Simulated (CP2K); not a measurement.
Consider vinyl acetate at its PBE geometry (Å).

```xyz
12

C     2.1332   -0.5027   -0.0324
C     0.7056   -0.1869   -0.3934
O     0.2467   -0.1383   -1.5156
O    -0.0241    0.0429    0.7579
C    -1.3837    0.3560    0.7595
C    -2.2291    0.5209   -0.2611
H     2.1732   -1.4032    0.5950
H     2.7090   -0.6606   -0.9480
H     2.5685    0.3194    0.5506
H    -1.6945    0.4602    1.7983
H    -1.9457    0.4239   -1.3018
H    -3.2592    0.7684   -0.0089
```

Method: CP2K XAS_TDP, all-electron GAPW, PBEh(45%), aug-cc-pVDZ, TDA, GW2X-corrected core level, no relativity.

Question: Predict the bright core excitations at the O K edge.

Leading lines: O3 532.25 eV and O4 535.73 eV. The leading line of an atom is its first one with 35 % of the strongest within 2.5 eV of its lowest line over the strength cut. Core ionisation energies at this level: O3 538.04 and O4 539.34 eV.

The first six lines of each atom with a strength over 0.0015:

```csv
atom,energy (eV),states,"strength, one atom",above the computed threshold
O3 (bonded to C),532.25,1,0.0407,
,538.39,1,0.0017,yes
,538.87,1,0.0019,yes
,538.95,1,0.0017,yes
,539.69,1,0.0017,yes
,540.34,1,0.0050,yes
O4 (bonded to 2 C),535.73,1,0.0140,
,536.86,1,0.0108,
,538.20,1,0.0114,
,538.41,1,0.0123,
,538.80,1,0.0032,
,539.17,1,0.0017,
```

Lines are vertical, at one geometry, with no vibrational structure. GW2X ionisation energies and lines can be off by 1 to 2 eV either way, and a good line position may hide errors that cancel. These values hold no scalar relativity, about 0.4 eV for O 1s. Rydberg lines, and the discretised continuum above threshold, depend on the basis and the box.

[Banner, clock and machine lines of the logs are left out without a mark of their own.]

[Logs are printed without paths, hosts, clocks, repeated set-up lines and the standing remarks that a program may print on its own settings, such as how far it seeks lower states.]

[Hosts, paths, dates, database ids (printed as entryN), source tags and the programs' standing remarks are cut or masked in the printed files.]
